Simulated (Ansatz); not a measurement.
# Si on Fe(100): change of the work function, part 2 of 5

Aim: the work function of Fe(100) at several coverages of Si (hollow site), and the dipole that each adsorbate carries.

Ansatz 0.2.0; plane-wave DFT, PBE, Ansatz PAW.

So far, work function, upper face (eV): step 2 (the clean slab) 3.86.

### 3. The covered slab, k-mesh 5×5×1, coverage 0.25 ML

System of this step: Si/Fe(100). The cell holds 21 atoms: 20 Fe and 1 Si. Cell: a = 5.740 Å, b = 5.740 Å, c = 25.182 Å, α = 90.0°, β = 90.0°, γ = 90.0°. Vacuum lies along c.

The clean slab as it ended is repeated in the plane and the adsorbate is set on one face; the cell's size fixes the coverage, and the k-mesh shrinks with it to keep the sampling density about even. Adsorbate and upper layers relax, since the dipole depends on the height.

input.yaml

```yaml
crystal:
  lattice:
    - [5.74, 0.0, 0.0]
    - [0.0, 5.74, 0.0]
    - [0.0, 0.0, 25.1820376673]
  atoms:
    - { symbol: Fe, position: [0.0, 0.0, 0.3573976069], spin: 2.97 }
    - { symbol: Fe, position: [0.25, 0.25, 0.4143826698], spin: 2.38 }
    - { symbol: Fe, position: [0.0, 0.0, 0.4706866946], spin: 2.5 }
    - { symbol: Fe, position: [0.25, 0.25, 0.5278198313], spin: 2.31 }
    - { symbol: Fe, position: [0.0, 0.0, 0.5811890574], spin: 2.92 }
    - { symbol: Fe, position: [0.0, 0.5, 0.3573976069], spin: 2.97 }
    - { symbol: Fe, position: [0.25, 0.75, 0.4143826698], spin: 2.38 }
    - { symbol: Fe, position: [0.0, 0.5, 0.4706866946], spin: 2.5 }
    - { symbol: Fe, position: [0.25, 0.75, 0.5278198313], spin: 2.31 }
    - { symbol: Fe, position: [0.0, 0.5, 0.5811890574], spin: 2.92 }
    - { symbol: Fe, position: [0.5, 0.0, 0.3573976069], spin: 2.97 }
    - { symbol: Fe, position: [0.75, 0.25, 0.4143826698], spin: 2.38 }
    - { symbol: Fe, position: [0.5, 0.0, 0.4706866946], spin: 2.5 }
    - { symbol: Fe, position: [0.75, 0.25, 0.5278198313], spin: 2.31 }
    - { symbol: Fe, position: [0.5, 0.0, 0.5811890574], spin: 2.92 }
    - { symbol: Fe, position: [0.5, 0.5, 0.3573976069], spin: 2.97 }
    - { symbol: Fe, position: [0.75, 0.75, 0.4143826698], spin: 2.38 }
    - { symbol: Fe, position: [0.5, 0.5, 0.4706866946], spin: 2.5 }
    - { symbol: Fe, position: [0.75, 0.75, 0.5278198313], spin: 2.31 }
    - { symbol: Fe, position: [0.5, 0.5, 0.5811890574], spin: 2.92 }
    - { symbol: Si, position: [0.25, 0.25, 0.6426023931] }
magnetization:
  spin_polarized: true
kpoints:
  mp_grid: { grid: [5, 5, 1] }
hamiltonian:
  xc: pbe
scf:
  occupations: { method: fermi_dirac, width: 0.1 }
  convergence: { dr2_threshold: 1.0e-08 }
efield:
  axis: 3
  dipole_correction: true
  ramp_position: 0.97
  ramp_width: 0.06
relax:
  f_tol: 0.02
  max_steps: 60
  constraints: [{ sites: [0, 1, 5, 6, 10, 11, 15, 16] }]
output:
  bader: true
  dos: { projected: true, e_range: [-8, 4] }
  write_potential: true
  write_density: true
  volumetric_format: npy
  elf: true
```

Started as:

```console
$ ansatz run input.yaml --threads 4 --pin off --max-ram 12288MiB --backend cpu --events-out ev --progress --plain --runs-dir out
```

Numbers of over 12 decimals in the logs are rounded to 6 here.

Output:

```text
[...]
Crystal: 21 atoms, lattice volume = 829.688 Å³
Basis set: ecut = 420 eV, 16257 PW (Γ), exchange–correlation on 80×80×360 points (8 copies of the dense FFT grid, shifted against one another)
Bands: 226, of which v1, the nominal top of the filled ones, is band 162 counted from 1 (161 counted from 0)
Symmetry: 8 space group operations
k-points: 6 of 25
[...]
Starting moments: Σ|m| = 52.32 μB on 20 of 21 sites
[...]
SCF iter   1: F=—  HF=-90233.676243 eV  |F-HF|=—  |Δ(HF+E_count)|=         —  Δρ=3.87e-2 (↑1.37e-2 ↓3.87e-2)  dr2=5.85e1  dr2_m=2.73e0  M=50.763 μB ∫|m|=51.753 μB  β_m=1.00  ethr=3.10e-3  p=-0.000 e·Å  D=-2.18e-6 V/Å  ΔV_dip=0.00 eV  dr2_dipole=5.80e-2  V_vac-E_F(+/−)=7.35/7.35 eV  ⟨swp⟩=10.1  Hψ=14648  notcnv=0  defer=162
[...]
SCF iter  17: F=-90236.013852 eV  HF=-90236.013852 eV  |F-HF|=2.01e-9  |Δ(HF+E_count)|=   1.60e-9  Δρ=2.73e-7 (↑1.99e-7 ↓2.73e-7)  dr2=2.39e-9  dr2_m=1.14e-10  M=51.218 μB ∫|m|=54.195 μB  ethr=1.00e-12  p=-0.155 e·Å  D=-3.38e-2 V/Å  ΔV_dip=0.85 eV  dr2_dipole=4.66e-12  V_vac-E_F(+/−)=4.71/3.86 eV  ⟨swp⟩=15.2  Hψ=18921  notcnv=0
SCF 1 converged in 17 iterations: F = -90236.013852 eV  dr2 = 2.39e-9
[...]
relax step   1: F+E_penalty+E_count = -90236.01385156 eV  Δ(F+E_penalty+E_count) = +0.000e0 eV  max|allowed force component| = 2.043e0 eV/Å  Δτ_max = 0.0000 Å  (17 SCF iters, accepted)
[...]
SCF iter  12: F=-90236.363913 eV  HF=-90236.363913 eV  |F-HF|=1.56e-9  |Δ(HF+E_count)|=   1.54e-8  Δρ=3.80e-7 (↑1.90e-7 ↓3.80e-7)  dr2=3.02e-9  dr2_m=3.05e-10  M=51.212 μB ∫|m|=54.067 μB  ethr=1.99e-12  p=-0.149 e·Å  D=-3.25e-2 V/Å  ΔV_dip=0.82 eV  dr2_dipole=4.34e-10  V_vac-E_F(+/−)=4.69/3.87 eV  ⟨swp⟩=12.0  Hψ=17023  notcnv=0
SCF 2 converged in 12 iterations: F = -90236.363913 eV  dr2 = 3.02e-9
[...]
relax step   2: F+E_penalty+E_count = -90236.36391291 eV  Δ(F+E_penalty+E_count) = -3.501e-1 eV  max|allowed force component| = 1.165e0 eV/Å  Δτ_max = 0.1977 Å  (12 SCF iters, accepted)
SCF iter   1: F=—  HF=-90236.482332 eV  |F-HF|=—  |Δ(HF+E_count)|=         —  Δρ=2.46e-3 (↑1.80e-3 ↓2.46e-3)  dr2=5.42e-2  dr2_m=2.71e-2  M=51.049 μB ∫|m|=53.889 μB  β_m=1.00  ethr=1.77e-4  p=-0.149 e·Å  D=-3.25e-2 V/Å  ΔV_dip=0.82 eV  dr2_dipole=3.30e-3  V_vac-E_F(+/−)=4.69/3.87 eV  ⟨swp⟩=4.9  Hψ=7508  notcnv=0  defer=274
[...]
SCF iter  12: F=-90236.513480 eV  HF=-90236.513480 eV  |F-HF|=7.13e-9  |Δ(HF+E_count)|=   1.78e-8  Δρ=5.25e-7 (↑2.99e-7 ↓5.25e-7)  dr2=9.26e-9  dr2_m=3.39e-10  M=51.094 μB ∫|m|=53.895 μB  ethr=1.98e-12  p=-0.140 e·Å  D=-3.05e-2 V/Å  ΔV_dip=0.77 eV  dr2_dipole=1.94e-9  V_vac-E_F(+/−)=4.65/3.88 eV  ⟨swp⟩=11.8  Hψ=17971  notcnv=0
SCF 3 converged in 12 iterations: F = -90236.513480 eV  dr2 = 9.26e-9
relax step   3: F+E_penalty+E_count = -90236.51347998 eV  Δ(F+E_penalty+E_count) = -1.496e-1 eV  max|allowed force component| = 3.064e-1 eV/Å  Δτ_max = 0.1960 Å  (12 SCF iters, accepted)
[...]
relax step   4: F+E_penalty+E_count = -90236.52650285 eV  Δ(F+E_penalty+E_count) = -1.302e-2 eV  max|allowed force component| = 2.876e-2 eV/Å  Δτ_max = 0.0395 Å  (12 SCF iters, accepted)
SCF iter   1: F=—  HF=-90236.527445 eV  |F-HF|=—  |Δ(HF+E_count)|=         —  Δρ=5.46e-4 (↑3.33e-4 ↓5.46e-4)  dr2=3.20e-3  dr2_m=1.11e-3  M=51.042 μB ∫|m|=53.845 μB  β_m=1.00  ethr=6.78e-6  p=-0.140 e·Å  D=-3.06e-2 V/Å  ΔV_dip=0.77 eV  dr2_dipole=2.87e-4  V_vac-E_F(+/−)=4.66/3.89 eV  ⟨swp⟩=2.9  Hψ=5153  notcnv=0  defer=276
[...]
SCF iter  11: F=-90236.527270 eV  HF=-90236.527270 eV  |F-HF|=3.13e-9  |Δ(HF+E_count)|=  3.20e-10  Δρ=4.38e-7 (↑3.79e-7 ↓4.38e-7)  dr2=6.13e-9  dr2_m=2.44e-10  M=51.045 μB ∫|m|=53.848 μB  ethr=2.01e-12  p=-0.141 e·Å  D=-3.07e-2 V/Å  ΔV_dip=0.77 eV  dr2_dipole=7.73e-10  V_vac-E_F(+/−)=4.66/3.88 eV  ⟨swp⟩=10.2  Hψ=18050  notcnv=0
SCF 5 converged in 11 iterations: F = -90236.527270 eV  dr2 = 6.13e-9
relax step   5: F+E_penalty+E_count = -90236.52726974 eV  Δ(F+E_penalty+E_count) = -7.669e-4 eV  max|allowed force component| = 1.425e-2 eV/Å  Δτ_max = 0.0105 Å  (11 SCF iters, accepted)
NSCF: frozen V_eff on 6 k-points
[...]
SCF converged after 11 iterations
Magnetization: 51.0445 μB (187.5223 up, 136.4777 down)
Absolute magnetization: 53.8496 μB (∫|ρ↑−ρ↓|, with the PAW one-centre terms)
[...]
Per-site moments (μB) at R_I (Å): [(2.969010, 1.025266), (2.374987, 1.020574), (2.431469, 1.014673), (2.262689, 1.014543), (2.632844, 0.976602), (2.969010, 1.025266), (2.414207, 1.023559), (2.431469, 1.014673), (2.373588, 1.012271), (2.632844, 0.976602), (2.969010, 1.025266), (2.414207, 1.023559), (2.431469, 1.014673), (2.373588, 1.012271), (2.632844, 0.976602), (2.969010, 1.025266), (2.384829, 1.025266), (2.431469, 1.014673), (2.253450, 0.997502), (2.632844, 0.976602), (-0.142609, 0.976602)]
Free energy (F): -90236.527270 eV
[...]
Internal energy: -90235.772675 eV  (E = F + TS)
E sigma→0 (E₀):  -90236.149972 eV
Entropy (-TS):   -0.754595 eV (-35.933 meV/atom)
Fermi energy:    2.355730 eV
Dipole field:    D = -0.030708 V/Å  (p = -0.140802 e·Å, saw-weighted, corrected)
Work function:   Φ+ = 4.6569 eV   Φ− = 3.8836 eV
[...]
--- Forces (eV/Å), atoms counted from 1 ---
  atom   1  Fe     0.00796756     0.00796756     0.42910125
  atom   2  Fe    -0.00000000     0.00000000    -0.49842709
  atom   3  Fe    -0.00027417    -0.00027417    -0.00054497
  atom   4  Fe    -0.00000000     0.00000000    -0.00337439
  atom   5  Fe    -0.00012868    -0.00012868     0.00040540
  atom   6  Fe     0.00796756    -0.00796756     0.42910125
  atom   7  Fe     0.00000000     0.00000000    -0.41114022
  atom   8  Fe    -0.00027417     0.00027417    -0.00054497
  atom   9  Fe     0.00000000     0.00000000    -0.00778981
  atom  10  Fe    -0.00012868     0.00012868     0.00040540
  atom  11  Fe    -0.00796756     0.00796756     0.42910125
  atom  12  Fe     0.00000000     0.00000000    -0.41114022
  atom  13  Fe     0.00027417    -0.00027417    -0.00054497
  atom  14  Fe    -0.00000000     0.00000000    -0.00778981
  atom  15  Fe     0.00012868    -0.00012868     0.00040540
  atom  16  Fe    -0.00796756    -0.00796756     0.42910125
  atom  17  Fe     0.00000000     0.00000000    -0.36656809
  atom  18  Fe     0.00027417     0.00027417    -0.00054497
  atom  19  Fe    -0.00000000     0.00000000    -0.01425378
  atom  20  Fe     0.00012868     0.00012868     0.00040540
  atom  21  Si     0.00000000     0.00000000     0.00468269
  max |Σ_I F_I| component: 4.60e-5 eV/Å
--- Band table (eV; the first three rows and the last of 12) ---
  k-point 0 ↑: bands = [... 158 lower, 1.0907, 1.1198, 1.1198, 1.1673, 1.2660, 1.2736, 1.2736, 1.2846, ... 60 higher]
  k-point 1 ↑: bands = [... 158 lower, 1.0543, 1.0676, 1.1026, 1.1172, 1.1853, 1.2424, 1.2575, 1.2642, ... 60 higher]
  k-point 2 ↑: bands = [... 158 lower, 0.9954, 1.0216, 1.0452, 1.0622, 1.0973, 1.1205, 1.1269, 1.1392, ... 60 higher]
  k-point 5 ↓: bands = [... 158 lower, 3.7182, 3.7316, 3.7505, 3.7507, 3.8188, 3.8559, 3.8771, 3.8856, ... 60 higher]
--- Relaxed structure (5 steps of the walk, 5 accepted, 0 SCFs on fresh bases) ---
  F+E_penalty+E_count = -90236.52726974 eV   max|allowed force component| = 1.425e-2 eV/Å
  atoms:
    - { symbol: Fe, position: [0.0, 0.0, 0.3573976069] }
    - { symbol: Fe, position: [0.25, 0.25, 0.4143826698] }
    - { symbol: Fe, position: [0.00108853, 0.00108853, 0.471082] }
    - { symbol: Fe, position: [0.25, 0.25, 0.527562] }
    - { symbol: Fe, position: [-0.010092, -0.010092, 0.582692] }
    - { symbol: Fe, position: [0.0, 0.5, 0.3573976069] }
    - { symbol: Fe, position: [0.25, 0.750000, 0.4143826698] }
    - { symbol: Fe, position: [0.00108853, 0.498911, 0.471082] }
    - { symbol: Fe, position: [0.25, 0.750000, 0.527999] }
    - { symbol: Fe, position: [-0.010092, 0.510092, 0.582692] }
    - { symbol: Fe, position: [0.5, 0.0, 0.3573976069] }
    - { symbol: Fe, position: [0.750000, 0.25, 0.4143826698] }
    - { symbol: Fe, position: [0.498911, 0.00108853, 0.471082] }
    - { symbol: Fe, position: [0.750000, 0.25, 0.527999] }
    - { symbol: Fe, position: [0.510092, -0.010092, 0.582692] }
    - { symbol: Fe, position: [0.5, 0.5, 0.3573976069] }
    - { symbol: Fe, position: [0.750000, 0.750000, 0.4143826698] }
    - { symbol: Fe, position: [0.498911, 0.498911, 0.471082] }
    - { symbol: Fe, position: [0.750000, 0.750000, 0.525766] }
    - { symbol: Fe, position: [0.510092, 0.510092, 0.582692] }
    - { symbol: Si, position: [0.25, 0.25, 0.625231] }
--- Bader charges: 21 sites ---
  site symbol  charge [e]  shift [e]    m [muB]
     0     Fe      0.0541     0.0001     3.1129
     1     Fe     -0.0679     0.0000     2.3181
     2     Fe      0.0192     0.0001     2.3900
     3     Fe      0.0330     0.0002     2.2172
     4     Fe      0.0874     0.0003     2.7211
     5     Fe      0.0541     0.0001     3.1129
     6     Fe     -0.0615     0.0000     2.3584
     7     Fe      0.0192     0.0001     2.3900
     8     Fe     -0.0241     0.0000     2.3245
     9     Fe      0.0873     0.0003     2.7211
    10     Fe      0.0541     0.0001     3.1129
    11     Fe     -0.0615     0.0000     2.3584
    12     Fe      0.0192     0.0001     2.3900
    13     Fe     -0.0241     0.0000     2.3245
    14     Fe      0.0874     0.0003     2.7211
    15     Fe      0.0541     0.0001     3.1129
    16     Fe     -0.0618     0.0001     2.3254
    17     Fe      0.0192     0.0001     2.3900
    18     Fe     -0.1181     0.0002     2.1991
    19     Fe      0.0873     0.0003     2.7211
    20     Si     -0.2565     0.0015    -0.2770
  estimated error of the sums over rays = 8.0e-4 e
```

It took 13 min on 4 threads of Arm Neoverse V1, shared host; peak memory 4.8 GiB; 47 min of CPU time.

Step by step:

| step | energy less that of the first step (eV) | largest force component (eV/Å) |
| --- | --- | --- |
| 1 | 0.0000 | 2.0427 |
| 2 | -0.3501 | 1.1655 |
| 3 | -0.4996 | 0.3064 |
| 4 | -0.5127 | 0.0288 |
| 5 | -0.5134 | 0.0143 |

The run keeps the 8 symmetry operations that it works with, so distortions that break them were not tested.

The atoms that moved most (Å):

| atom | dx | dy | dz | length |
| --- | --- | --- | --- | --- |
| Si21 | 0.000 | 0.000 | -0.437 | 0.437 |
| Fe20 | 0.058 | 0.058 | 0.038 | 0.090 |
| Fe15 | 0.058 | -0.058 | 0.038 | 0.090 |
| Fe10 | -0.058 | 0.058 | 0.038 | 0.090 |
| Fe5 | -0.058 | -0.058 | 0.038 | 0.090 |
| Fe19 | 0.000 | 0.000 | -0.052 | 0.052 |
| Fe18 | -0.006 | -0.006 | 0.010 | 0.013 |
| Fe8 | 0.006 | -0.006 | 0.010 | 0.013 |

Final coordinates:

```cif
data_structure
_symmetry_space_group_name_H-M 'P 1'
_symmetry_Int_Tables_number 1
_cell_length_a 5.7400
_cell_length_b 5.7400
_cell_length_c 25.1820
_cell_angle_alpha 90.000
_cell_angle_beta 90.000
_cell_angle_gamma 90.000
_cell_volume 829.69
loop_
_atom_site_label
_atom_site_type_symbol
_atom_site_fract_x
_atom_site_fract_y
_atom_site_fract_z
_atom_site_occupancy
Fe1 Fe 0.00000 0.00000 0.35740 1
Fe2 Fe 0.25000 0.25000 0.41438 1
Fe3 Fe 0.00109 0.00109 0.47108 1
Fe4 Fe 0.25000 0.25000 0.52756 1
Fe5 Fe 0.98991 0.98991 0.58269 1
Fe6 Fe 0.00000 0.50000 0.35740 1
Fe7 Fe 0.25000 0.75000 0.41438 1
Fe8 Fe 0.00109 0.49891 0.47108 1
Fe9 Fe 0.25000 0.75000 0.52800 1
Fe10 Fe 0.98991 0.51009 0.58269 1
Fe11 Fe 0.50000 0.00000 0.35740 1
Fe12 Fe 0.75000 0.25000 0.41438 1
Fe13 Fe 0.49891 0.00109 0.47108 1
Fe14 Fe 0.75000 0.25000 0.52800 1
Fe15 Fe 0.51009 0.98991 0.58269 1
Fe16 Fe 0.50000 0.50000 0.35740 1
Fe17 Fe 0.75000 0.75000 0.41438 1
Fe18 Fe 0.49891 0.49891 0.47108 1
Fe19 Fe 0.75000 0.75000 0.52577 1
Fe20 Fe 0.51009 0.51009 0.58269 1
Si21 Si 0.25000 0.25000 0.62523 1
```

Numbers from this step:

| Item | Value |
| --- | --- |
| energy at zero smearing | -90236.1500 eV |
| total moment | 51.04 μB |
| work function, upper face | 4.657 eV |
| work function, lower face | 3.884 eV |
| dipole along the normal | -0.1408 e·Å |
| step between the vacuum levels | 0.7733 eV |

Running mean over 1.435 Å of the planar mean; the ramp of the sawtooth is left out. Electron's electrostatic potential energy less the Fermi level against z:

z (Å), electron's electrostatic potential energy less the Fermi level (eV) and a bar from the least value:
```
      3.5        3.9 ############################
      4.0        3.9 ############################
      4.5        3.9 ############################
      5.0        3.9 ############################
      5.5        3.9 ############################
      6.0        3.8 ############################
      6.5        3.7 ############################
      7.0        3.5 ############################
      7.5        2.4 #########################
      8.0       -0.9 ###################
      8.5       -5.8 #########
      9.0       -9.0 ##
      9.5       -9.6 #
     10.0       -9.6 #
     10.5       -9.6 #
     11.0       -9.6 #
     11.5       -9.6 #
     12.0       -9.6 #
     12.5       -9.7 #
     13.0       -9.7 #
     13.5       -9.8 
     14.0      -10.0 
     14.5       -9.9 
     15.0       -8.6 ###
     15.5       -4.8 ###########
     16.0       -0.5 ###################
     16.5        2.2 #########################
     17.0        3.8 ############################
     17.5        4.4 ##############################
     18.0        4.6 ##############################
     18.5        4.6 ##############################
     19.0        4.7 ##############################
     19.5        4.7 ##############################
     20.0        4.7 ##############################
     20.5        4.7 ##############################
     21.0        4.7 ##############################
     21.5        4.7 ##############################
     22.0        4.7 ##############################
```

The density of states has structure finer than the step of the table below, so its rows give means over 0.5 eV, whole bins alone (the curve runs from -8 to 1.98 eV). Peaks (eV: height): total -1.50: 87.7, -1.35: 85.8, -1.26: 83.5, -1.14: 87.5, -1.02: 86.1, 1.77: 59.4, 1.89: 74.8; up -3.22: 54.1, -1.65: 46.3, -1.50: 54.9, -1.26: 64.3, -1.20: 42.0, -1.14: 61.7, -1.02: 65.0; down -1.86: 36.9, -1.35: 51.3, 1.26: 42.5, 1.41: 55.8, 1.53: 41.0, 1.77: 42.5, 1.89: 70.9.

The density of states by energy, zero at the Fermi level; means over each step; values in states/eV a cell:

| energy (eV) | total | up | down |
| --- | --- | --- | --- |
| -7.5 | 0.516 | 0.419 | 0.0965 |
| -7.0 | 2.07 | 1.13 | 0.936 |
| -6.5 | 1.23 | 0.433 | 0.794 |
| -6.0 | 2.61 | 1.83 | 0.780 |
| -5.5 | 3.44 | 1.83 | 1.61 |
| -5.0 | 5.23 | 3.53 | 1.70 |
| -4.5 | 15.1 | 12.6 | 2.51 |
| -4.0 | 19.3 | 16.0 | 3.25 |
| -3.5 | 24.5 | 19.5 | 5.08 |
| -3.0 | 35.2 | 28.3 | 6.86 |
| -2.5 | 37.0 | 25.8 | 11.2 |
| -2.0 | 29.5 | 19.6 | 9.90 |
| -1.5 | 48.0 | 27.7 | 20.2 |
| -1.0 | 59.2 | 36.3 | 22.9 |
| -0.5 | 29.7 | 15.3 | 14.4 |
| 0.0 | 21.8 | 6.75 | 15.1 |
| 0.5 | 19.2 | 4.16 | 15.0 |
| 1.0 | 23.5 | 2.94 | 20.6 |
| 1.5 | 34.0 | 3.78 | 30.2 |

Projected DOS per atom over height of the atomic layer and energy from the Fermi level. Layers: Fe4 Fe4 Fe4 Fe4 Fe4 Si from below.

Ten even steps from '0' (0.00 states/eV) to '9' (3.12 states/eV), each cell a mean:
```
366642
554441
322232
512131
422242
355531
599962
698972
644362
744462
734352
545552
432331
333221
122211
000000
000000
000000
000000
000000
000000
000000
```
Columns: height of the atomic layer (Å) from 9 to 15.7 (not evenly spaced); rows upwards: energy from the Fermi level (eV) from -7.96 to 1.95.

Projected DOS per atom, spin up over height of the atomic layer and energy from the Fermi level. Layers: Fe4 Fe4 Fe4 Fe4 Fe4 Si from below.

Ten even steps from '0' (0.00 states/eV) to '9' (2.17 states/eV), each cell a mean:
```
000002
000001
000002
010002
012212
143421
398941
486751
734261
723371
934371
746561
542341
434321
123221
000000
000000
000000
000000
000000
000000
000000
```
Columns: height of the atomic layer (Å) from 9 to 15.7 (not evenly spaced); rows upwards: energy from the Fermi level (eV) from -7.96 to 1.95.

Projected DOS per atom, spin down over height of the atomic layer and energy from the Fermi level. Layers: Fe4 Fe4 Fe4 Fe4 Fe4 Si from below.

Ten even steps from '0' (0.00 states/eV) to '9' (1.96 states/eV), each cell a mean:
```
599961
876770
522250
812150
621150
333331
555453
455653
121221
232321
112211
011112
011111
000000
000000
000000
000000
000000
000000
000000
000000
000000
```
Columns: height of the atomic layer (Å) from 9 to 15.7 (not evenly spaced); rows upwards: energy from the Fermi level (eV) from -7.96 to 1.95.

Site moment by atom:

| atom | site moment (μB) |
| --- | --- |
| Fe1 | 2.97 |
| Fe2 | 2.37 |
| Fe3 | 2.43 |
| Fe4 | 2.26 |
| Fe5 | 2.63 |
| Fe6 | 2.97 |
| Fe7 | 2.41 |
| Fe8 | 2.43 |
| Fe9 | 2.37 |
| Fe10 | 2.63 |
| Fe11 | 2.97 |
| Fe12 | 2.41 |
| Fe13 | 2.43 |
| Fe14 | 2.37 |
| Fe15 | 2.63 |
| Fe16 | 2.97 |
| Fe17 | 2.38 |
| Fe18 | 2.43 |
| Fe19 | 2.25 |
| Fe20 | 2.63 |
| Si21 | -0.14 |

Spin density in the ca plane at fractional y = 0.250, with atoms of Fe and Si within 0.2 Å of it.

Ten even steps from '0' (0.0 e/Å³) to '9' (4.6 e/Å³), each cell a mean:
```
00000000000000000000000000000000000000000000
00000000000000000000000000000000000000000000
00000000341000014410000000000000000000000000
00000001793000028920000000000000000000000000
00000000341000013410000000000000000000000000
00000000000000000000000000000000000000000000
00000000000000000000000000000000000000000000
00000000000000000000000000000000000000000000
00000000000000000000000000000000000000000000
00000000120000001100000000000000000000000000
00000001582000016620000000000000000000000000
00000001682000016620000000000000000000000000
00000000120000001100000000000000000000000000
00000000000000000000000000000000000000000000
00000000000000000000000000000000000000000000
```
Columns run along c (16.0 Å, from fractional 0.29 to 0.92 of the cell), rows up along a (5.7 Å). Atoms in or near the plane, at fractional coordinates: Fe at (0.41, 0.25), Fe at (0.53, 0.25), Fe at (0.41, 0.75), Fe at (0.53, 0.75), Si at (0.63, 0.25).

ELF of down spins in the ca plane at fractional y = 0.250, with atoms of Fe and Si within 0.2 Å of it. It is the smooth field of the valence electrons, not physical close to the nuclei.

Ten even steps from '0' (0.00) to '9' (0.86), each cell a mean:
```
12234665324555542245544565532100000000000000
23456642111355421113544332210000000000000000
35677523775144237741355321000000000000000000
46777414996134149951255421000000000000000000
35677523674144237741355321000000000000000000
23456642222355422213544332210000000000000000
12234665324555542245544566532100000000000000
11234566445555554455556888864210000000000000
12345653112455531124678899986410000000000000
34566632443255224422676579997521000000000000
46777413896134149951563358998531000000000000
46777413896134149951563358998531000000000000
34566632443255224422676579997521000000000000
12345653112455531124678999986410000000000000
11234566445555554455556888864210000000000000
```
Columns run along c (16.0 Å, from fractional 0.29 to 0.92 of the cell), rows up along a (5.7 Å). Atoms in or near the plane, at fractional coordinates: Fe at (0.41, 0.25), Fe at (0.53, 0.25), Fe at (0.41, 0.75), Fe at (0.53, 0.75), Si at (0.63, 0.25).

(Continued in part 3 of 5.)

[Logs are printed without paths, hosts, clocks, repeated set-up lines and the standing remarks that a program may print on its own settings, such as how far it seeks lower states.]

[Hosts, paths, dates, database ids (printed as entryN), source tags and the programs' standing remarks are cut or masked in the printed files.]

[Maps of the electrostatic potential energy from Ansatz leave out the sawtooth potential of an applied field or a dipole correction, so their vacuum need not be flat; planar profiles and work functions include it.]
